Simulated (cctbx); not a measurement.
# What is wrong with this refinement?

Cell a = 9.5410 Å, b = 9.5410 Å, c = 9.5410 Å, α = 90.00°, β = 90.00°, γ = 90.00°; space group Fm-3m (no. 225). The compound is Ba2CoMoS6.

Simulated single-crystal data (cctbx): Mo Kα, λ = 0.71073 Å, to d = 0.77 Å, 95 % of the full sphere, strongest reflection 40000 counts, noise from counting, a 3 % proportional error and a noise floor of 4 counts (s.d.); no absorption.

An anisotropic refinement with weights 1/σ² prints:

```text
Rint 0.028, 76 unique reflections to 0.77 A
cycle     R1     wR2    GooF  max shift (A)
   1  0.4742  0.7712  67.095   0.00117
   2  0.4205  0.6645  57.813   0.00039
final R1 0.4208 wR2 0.6645 GooF 57.812  parameters 5  data/parameter 15.2
atom        x        y        z      Ueq    occ   su(xyz)  su(Uiso or U11)
Ba1    0.25000  0.25000  0.75000  -0.0124  1.000  0.00000  0.0059  NPD
Mo1    0.00000  0.00000  0.00000   0.0019  1.000  0.00000  0.0079
S1     0.74817  0.00000  0.00000  -0.0106  1.000  0.00200  0.0125  NPD
difference map: max 231.66 min -9.39 rms 10.53
Q1    0.0000  0.0000  0.5000    4  231.66  2.37 A from S1
Q2    0.2500  0.2500  0.2500    8  199.36  0.00 A from Ba1
Q3    0.0000  0.0000  0.0000    4  179.59  0.00 A from Mo1
Q4    0.0000  0.0000  0.2474   24   20.02  0.04 A from S1
Q5    0.0000  0.0538  0.3944   96    4.22  1.45 A from S1
Q6    0.0000  0.0544  0.1061   96    3.18  1.14 A from Mo1
```

Q: Accept it or mend it, and why?

Mend it. The fault: an atom left out, Co at (1/2, 0, 0). Against the right model at the same level, R1 goes from 0.0047 to 0.4208 and GooF from 0.99 to 57.81, U of Ba1 shrinks from 0.0114 to -0.0124 Å², the top difference peak, 231.7 e/Å³, lies 2.37 Å from S1 and Ba1 and S1 go non-positive-definite. Q1 is the missing atom. With scattering power missing, scale and phases suffer, so peaks may also grow on the heavy atoms.

The compound is Ba2CoMoS6. The right model at the same level gives:

```text
Rint 0.028, 76 unique reflections to 0.77 A
cycle     R1     wR2    GooF  max shift (A)
   1  0.0049  0.0114   0.997   0.00002
   2  0.0047  0.0113   0.992   0.00000
final R1 0.0047 wR2 0.0113 GooF 0.992  parameters 6  data/parameter 12.7
atom        x        y        z      Ueq    occ   su(xyz)  su(Uiso or U11)
Ba1    0.25000  0.25000  0.75000   0.0114  1.000  0.00000  0.0001
Mo1    0.00000  0.00000  0.00000   0.0142  1.000  0.00000  0.0001
Co1    0.50000  0.00000  0.00000   0.0145  1.000  0.00000  0.0001
S1     0.74825  0.00000  0.00000   0.0236  1.000  0.00004  0.0002
difference map: max 0.20 min -0.17 rms 0.04
Q1    0.1255  0.1255  0.3745   32    0.20  2.06 A from Ba1
Q2    0.1228  0.1228  0.1228   32    0.20  2.03 A from Mo1
Q3    0.2018  0.2018  0.2982   32    0.19  0.80 A from Ba1
Q4    0.0384  0.0384  0.0384   32    0.18  0.64 A from Mo1
Q5    0.0320  0.0320  0.4680   32    0.18  0.53 A from Co1
Q6    0.0000  0.0000  0.0000    4    0.13  0.00 A from Mo1
```

This is a model crystal, built by substitution and not relaxed, with assumed displacement parameters.

[Middle refinement cycles are left out of these outputs.]

[Logs are printed without paths, hosts, clocks, repeated set-up lines and the standing remarks that a program may print on its own settings, such as how far it seeks lower states.]
